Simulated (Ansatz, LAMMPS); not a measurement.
# Convergence of a linear-scaling basis for amorphous trans-polyacetylene (as short chains C28H32) at 250 K (180 atoms), part 2 of 2

Aim: test how closely localised support functions follow the reference on amorphous trans-polyacetylene (as short chains C28H32) at 250 K (180 atoms), and at what cost. A setting counts as converged where the r.m.s. difference of forces stays under 1 % of the r.m.s. force.

Ansatz 0.2.0; Kohn-Sham DFT, PBE+D3(BJ), PAW (set soft_2), plane waves.

The cell: 84 C and 96 H. The network of contacts between molecules at the start is that of the classical potential that made the cell. The density was typed from a rule of thumb and may lie off the real one at this temperature. Sampling is at Γ alone, for a cell whose shortest periodic width is 12 Å.

So far. Step 3 (Plane-wave single point): Mean Löwdin charges: C -0.14, H +0.18 e (they miss 1.2 % of the electrons, so they add up to more than the cell's charge). The largest share in the top eV of filled states is C p (97 % of the projected weight), and in the lowest eV of empty states C p (97 % of the projected weight).

**4. Local order**

These statistics describe the geometry on which the runs were made.

Density 1.08 g/cm³, 9.480 Å³ an atom.

Pair distribution functions g(r), in bins of 0.1 Å:

| r (Å) | total | H-H | H-C | C-C |
| --- | --- | --- | --- | --- |
| 0.95 | 0.00 | 0.00 | 0.00 | 0.00 |
| 1.05 | 5.29 | 0.00 | 10.60 | 0.00 |
| 1.15 | 1.59 | 0.00 | 3.19 | 0.00 |
| 1.25 | 0.00 | 0.00 | 0.00 | 0.00 |
| 1.35 | 2.02 | 0.00 | 0.00 | 9.27 |
| 1.45 | 1.44 | 0.00 | 0.00 | 6.63 |
| 1.55 | 0.07 | 0.00 | 0.00 | 0.33 |
| 1.65 | 0.06 | 0.21 | 0.00 | 0.00 |
| 1.75 | 0.25 | 0.86 | 0.00 | 0.00 |
| 1.85 | 0.20 | 0.70 | 0.00 | 0.00 |
| 1.95 | 0.04 | 0.00 | 0.09 | 0.00 |
| 2.05 | 1.04 | 0.27 | 1.93 | 0.00 |
| 2.15 | 2.08 | 0.50 | 3.88 | 0.00 |
| 2.25 | 0.63 | 1.22 | 0.57 | 0.00 |
| 2.35 | 0.97 | 2.18 | 0.00 | 1.58 |
| 2.45 | 1.33 | 1.92 | 0.14 | 3.28 |
| 2.55 | 0.93 | 1.08 | 1.13 | 0.24 |
| 2.65 | 1.11 | 1.31 | 1.49 | 0.00 |
| 2.75 | 0.91 | 0.82 | 1.36 | 0.00 |
| 2.85 | 0.64 | 0.76 | 0.83 | 0.05 |
| 2.95 | 0.62 | 0.81 | 0.69 | 0.22 |
| 3.05 | 1.01 | 1.83 | 0.91 | 0.17 |
| 3.15 | 0.91 | 1.20 | 1.07 | 0.15 |
| 3.25 | 0.80 | 0.86 | 0.97 | 0.33 |
| 3.35 | 0.85 | 1.03 | 0.87 | 0.58 |
| 3.45 | 0.79 | 0.77 | 0.90 | 0.55 |
| 3.55 | 1.03 | 1.31 | 0.91 | 0.95 |
| 3.65 | 1.08 | 0.93 | 1.01 | 1.44 |
| 3.75 | 1.10 | 0.88 | 1.01 | 1.62 |
| 3.85 | 1.02 | 0.84 | 0.97 | 1.36 |
| 3.95 | 1.12 | 0.72 | 1.32 | 1.18 |
| 4.05 | 1.05 | 0.86 | 1.23 | 0.89 |
| 4.15 | 1.15 | 0.87 | 1.21 | 1.36 |
| 4.25 | 1.02 | 1.09 | 1.03 | 0.89 |
| 4.35 | 0.99 | 0.90 | 0.94 | 1.20 |
| 4.45 | 1.12 | 1.19 | 0.99 | 1.32 |
| 4.55 | 1.10 | 1.21 | 0.99 | 1.21 |
| 4.65 | 1.11 | 1.15 | 1.04 | 1.21 |
| 4.75 | 1.18 | 1.16 | 1.01 | 1.58 |
| 4.85 | 1.11 | 1.07 | 1.10 | 1.21 |
| 4.95 | 1.10 | 0.91 | 1.17 | 1.18 |
| 5.05 | 1.13 | 1.09 | 1.25 | 0.91 |
| 5.15 | 0.97 | 1.07 | 0.80 | 1.23 |
| 5.25 | 0.88 | 0.97 | 0.84 | 0.86 |

Bonds by pair of elements; cutoffs follow the first minimum of g(r), held within bounds set by covalent radii, and pairs that aren't listed don't count as bonded:

```csv
pair A-B,cutoff (Å),bonds,mean length (Å),spread (Å),shortest (Å),B about A,A about B
H-C,1.34,96,1.08,0.025,1.04,1,1.14
C-C,1.85,81,1.39,0.06,1.30,1.93,1.93
```

How many atoms have how many bonded neighbours:

```
element  mean   1   3  4
      C  3.07   0  78  6
      H     1  96   0  0
```

Bond angles, per cent of each kind in bins of 5°:

| angle (°) | C-C-H | C-C-C | H-C-H |
| --- | --- | --- | --- |
| 100–105 | 1.1 | 0.0 | 16.7 |
| 105–110 | 6.3 | 0.0 | 22.2 |
| 110–115 | 23.0 | 1.3 | 55.6 |
| 115–120 | 35.1 | 29.5 | 5.6 |
| 120–125 | 26.4 | 50.0 | 0.0 |
| 125–130 | 8.1 | 19.2 | 0.0 |

Bond angles (no mean is given where the spread exceeds 20°):

```csv
angle,count,mean (°),spread (°)
C-C-H,174,118,5.2
C-C-C,78,122,3.4
H-C-H,18,109,3.8
```

Bond length by coordination (bonds to H left out):

```
element  coordination  atoms  mean bond length (Å)
      C             3     78                  1.39
      C             4      6                  1.49
```

Counting bonds as in the table, 93 % of C atoms have 3 and all H atoms have 1 bonded neighbour. The C-C-H angle averages 118° with a spread of 5°.

The surroundings of C26, which bears the longest force, nearest first, numbered as they follow in the input and with coordinates relative to it.

```csv
atom,x,y,z,distance (Å),bonds,Löwdin charge (e),Fx,Fy,Fz (eV/Å)
C26,0.00,0.00,0.00,0.00,3,-0.13,-2.64,-1.09,-2.44
H56,-0.77,-0.72,0.25,1.08,1,0.17,-0.32,-0.40,0.26
C27,0.08,0.33,-1.31,1.35,3,-0.09,2.08,1.07,0.40
C25,0.72,0.50,1.04,1.36,3,-0.12,1.19,0.37,0.69
H57,0.96,1.02,-1.49,2.05,1,0.16,-1.18,-0.58,-0.32
H55,1.49,1.21,0.76,2.06,1,0.18,0.28,0.34,0.51
C24,0.63,-0.09,2.25,2.33,3,-0.12,1.44,0.82,1.68
C28,-0.66,-0.23,-2.46,2.56,4,-0.46,1.08,1.60,0.34
H54,-0.08,-0.88,2.45,2.60,1,0.17,-0.64,-0.44,-0.32
H33,-1.99,1.81,0.38,2.72,1,0.18,1.01,0.24,-0.79
H58,-0.99,-1.21,-2.30,2.78,1,0.20,-0.68,-1.55,0.24
```

The column of bonds counts only the pairs H-C within 1.34 Å, C-C within 1.85 Å; other neighbours, such as metal atoms beside each other in a compound, aren't counted, and periodic images can show an atom twice.

**5. Support functions medium**

With localised support functions most steps grow linearly with size, though the diagonalisation grows faster unless the density matrix is cut; this run measures error and cost at this size.

This step: Kohn-Sham DFT, PBE+D3(BJ), PAW (set soft_2), localised support functions (medium) (Ansatz 0.2.0).

input.yaml reads:

```yaml
crystal:
  lattice:
    - [11.9497, 0.0, 0.0]
    - [0.0, 11.9497, 0.0]
    - [0.0, 0.0, 11.9497]
  atoms:
    [... the 180 atom lines of step 3 ...]
kpoints:
  mp_grid: { grid: [1, 1, 1] }
hamiltonian:
  xc: pbe
  dispersion: d3bj
scf:
  occupations: { method: gaussian, width: 0.05 }
  eigensolver: { kind: { support_functions: { accuracy: medium } } }
  max_iter: 150
output:
  forces: true
  eigenvalues: true
```

Launch:

```sh
$ ansatz run input.yaml --threads 8 --pin off --max-ram 15872MiB --backend cpu --events-out ev --progress --plain --runs-dir out
```

Numbers of over 12 decimals in the logs are rounded to 6 here.

Log:

```text
Warning: scf.eigensolver.kind.support_functions: disabling space-group detection — the functions' gradient is summed over unrotated k-points, so no spatial operation reduces the k-mesh or symmetrises the density; time reversal is kept, so that k and −k are solved as one point where they differ and the mesh holds both, and exact exchange and, on two spinor components, a DFT+U term hold to it where the run has them: [...]
settings of this run that can trade accuracy for cost: scf.eigensolver.kind.support_functions [...]
[...]
Crystal: 180 atoms, lattice volume = 1706.361 Å³
Basis set: ecut = 420 eV, 33371 PW (Γ), exchange–correlation on 160×160×160 points (8 copies of the dense FFT grid, shifted against one another)
Bands: 260, of which v1, the nominal top of the filled ones, is band 216 counted from 1 (215 counted from 0)
Symmetry: 1 space group operations
k-points: 1
[...]
SCF iter   1: F=—  HF=-22653.952511 eV  |F-HF|=—  |Δ(HF+E_count)|=         —  Δρ=1.24e-1  dr2=3.12e2  ethr=1.00e-1
[...]
SCF iter  13: F=-22604.292163 eV  HF=-22604.292163 eV  |F-HF|=1.10e-7  |Δ(HF+E_count)|=   2.29e-6  Δρ=3.97e-6  dr2=5.93e-7  ethr=9.93e-10
SCF 1 converged in 13 iterations: F = -22604.302069 eV  dr2 = 5.93e-7
[...]
SCF converged after 13 iterations
Stability not checked: this state was not tested for a lower state beside it, because the mixer in use, unlike msr1, does not test its closes by its own steps (another_mixer; see scf.mixing.algorithm and scf.lower_state_search)
Free energy (F): -22604.302069 eV
[...]
Internal energy: -22604.302069 eV  (E = F + TS)
E sigma→0 (E₀):  -22604.302069 eV
Fermi energy:    1.891538 eV
[...]
--- Forces (eV/Å), atoms counted from 1 ---
  atom   1  C      0.12536488    -0.92232323    -2.15751991
  atom   2  C      0.54225999     0.24607602     1.47381238
  atom   3  C     -1.02797236     0.51665573    -0.76016717
  atom   4  C      0.79574342    -0.84390263     3.32224213
  atom   5  C      0.71610115     0.03627978    -1.87275826
  atom   6  C      1.17378739     0.23378395     1.98451767
  atom   7  C     -0.37009347     0.33509956    -3.24814929
  atom   8  C      2.42333136     0.50278972     1.46335796
  atom   9  C     -1.08510760     0.32789512    -1.09289231
  atom  10  C     -0.00569546    -0.48724063     1.31900498
  atom  11  C     -0.71876209    -1.56907552    -0.16157871
  atom  12  C     -0.43227599     0.51606449     0.75412248
  atom  13  C      0.53807064    -0.67278534    -0.90058642
  atom  14  C      0.16758865     1.78392546     0.97449097
[...]
atom 179  H      0.42698752     0.16475870    -0.65766511
  atom 180  H     -0.16125494     0.08917094    -0.58078155
  max |Σ_I F_I| component: 2.11e-2 eV/Å
--- Band table (eV) ---
[...]
```

The job ended after 31 s (8 threads of Arm Neoverse V2, shared host; peak memory 2.8 GiB; 4 min of CPU time).

The program notes that the band table was not solved further than the SCF left it and it switched symmetry off.

Keys that differ from the reference: support_functions.accuracy = "medium" and scf.max_iter = 150.

Forces differ from the reference by 4.9 meV/Å r.m.s., 0.51 % of their size, within a tolerance of 1 %; the energy by -3.4 meV/atom. It took 31 s and 13 cycles; the reference's time can't be set against it, since the two runs asked for unlike analyses.

**6. The ladder side by side**

Each row is set against the plane-wave reference (Kohn-Sham DFT, PBE+D3(BJ), PAW (set soft_2), plane waves; r.m.s. force component 0.957 eV/Å). Energies are set beside the reference only for runs with its functional, potentials and electron count. Times are for 8 threads of Arm Neoverse V2, shared host. The reference's time includes the DOS, the stress and grids, which some other runs skip.

| run | Δ force, r.m.s. (meV/Å) | share of r.m.s. force (%) | Δ energy (meV/atom) | Δ gap (eV) | cycles | time | host memory (GiB) |
| --- | --- | --- | --- | --- | --- | --- | --- |
| reference | - | - | - | - | 10 | 13 s | 2.1 |
| support functions medium | 4.89 | 0.511 | -3.41 | -3.0e-4 | 13 | 31 s | 2.8 |

**7. Results**

| Property | Result |
| --- | --- |
| free energy per atom | -125.5760 eV/atom |
| pressure | 5.2 GPa |
| r.m.s. force component | 0.9569 eV/Å |
| gap (highest filled to lowest empty level) | 1.151 eV |
| wall time of the 2 DFT runs | 44 s |

Against plane waves at 420 eV, the forces differ by 4.9 meV/Å (0.51 %) with support functions medium. At 180 atoms the run with support functions medium takes roughly 2.4 times the time of plane waves (whose run also made extra analyses, so the like-for-like ratio is larger), in 13 SCF cycles against 10. Differences between support functions and plane waves include what basis error the plane-wave run still has.

The highest filled and lowest empty levels differ by 1.15 eV (at Γ alone); a semilocal functional tends to put such gaps too low. It is the spacing of short capped chains, not of the long polymer. In a disordered cell it changes from sample to sample, and tail or defect levels can set it. Counting bonds as in the table, 93 % of C atoms have 3 and all H atoms have 1 bonded neighbour.

Caveats: The force components of 0.96 eV/Å r.m.s. hold both thermal displacement and the mismatch between the potential that made the cell and DFT, above all in bond lengths inside molecules. The stress is far from hydrostatic: its diagonal is 3.2, 2.1, 10.3 GPa, compression counted positive. The pressure of 5.2 GPa is that of one thermal frame, in which the classical model's bond lengths enter as well as the volume, without the kinetic term and with the strain of bonds inside molecules.

[Logs are printed without paths, hosts, clocks, repeated set-up lines and the standing remarks that a program may print on its own settings, such as how far it seeks lower states.]

[Hosts, paths, dates, database ids (printed as entryN), source tags and the programs' standing remarks are cut or masked in the printed files.]
